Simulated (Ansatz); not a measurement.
# MoS2: which shell does photoemission see at 100 and 2984.3 eV? (LDA)

The valence band of MoS2 mixes several shells. Work out by hand which one leads the spectrum's area at each photon energy.

Filled states come from the projected DOS of Ansatz 0.2.0 (LDA, plane waves); cross sections σ and asymmetry parameters β are those of free atoms in a Dirac–Hartree–Slater calculation. A shell's area is states × σ × angular factor, which is 1 + β·P₂(cos θ) for linear light, with θ = 30° from the polarisation and P₂ = 0.625.

**At 100 eV** (states counted from 16.6 eV below the zero; other shells add 0.018 to the products' sum of 3.06):

```
shell  filled states a cell  cross section (Mb an electron)      β  angular factor  product  share by hand (%)  share in the simulated spectrum (%)
Mo 4d                  5.22                           0.021  -0.79            0.51   0.0557                  2                                    2
 S 3s                  3.50                           0.117   2.00            2.25    0.918                 30                                   30
 S 3p                  8.44                           0.128   1.47            1.92     2.07                 68                                   68
```

**At 2984.3 eV** (states counted from 16.6 eV below the zero; other shells add 7.9e-05 to the products' sum of 0.00276):

```
shell  filled states a cell  cross section (Mb an electron)     β  angular factor   product  share by hand (%)  share in the simulated spectrum (%)
Mo 4d                  5.22                        9.29e-05  1.01            1.63   0.00079                 29                                   29
 S 3s                  3.50                        0.000196  2.00            2.25   0.00154                 56                                   56
 S 3p                  8.44                        2.73e-05  0.80            1.50  0.000346                 13                                   13
```

S 3p leads at 100 eV and S 3s at 2984.3 eV. Between the two energies σ of S 3p changes by a factor 2.1e-4 and that of S 3s by 0.0017, so their ratio moves 7.9-fold in favour of the second. The simulated spectrum uses the same rule on the energy-resolved DOS, so the two share columns agree within a few points.

Only crystals where the two columns agree within 4 points and the lead is clear are worked in this form. Free-atom cross sections ignore the solid's final states, no escape depth or background enters, and the count of states a shell hangs on the projection.

[Logs are printed without paths, hosts, clocks, repeated set-up lines and the standing remarks that a program may print on its own settings, such as how far it seeks lower states.]
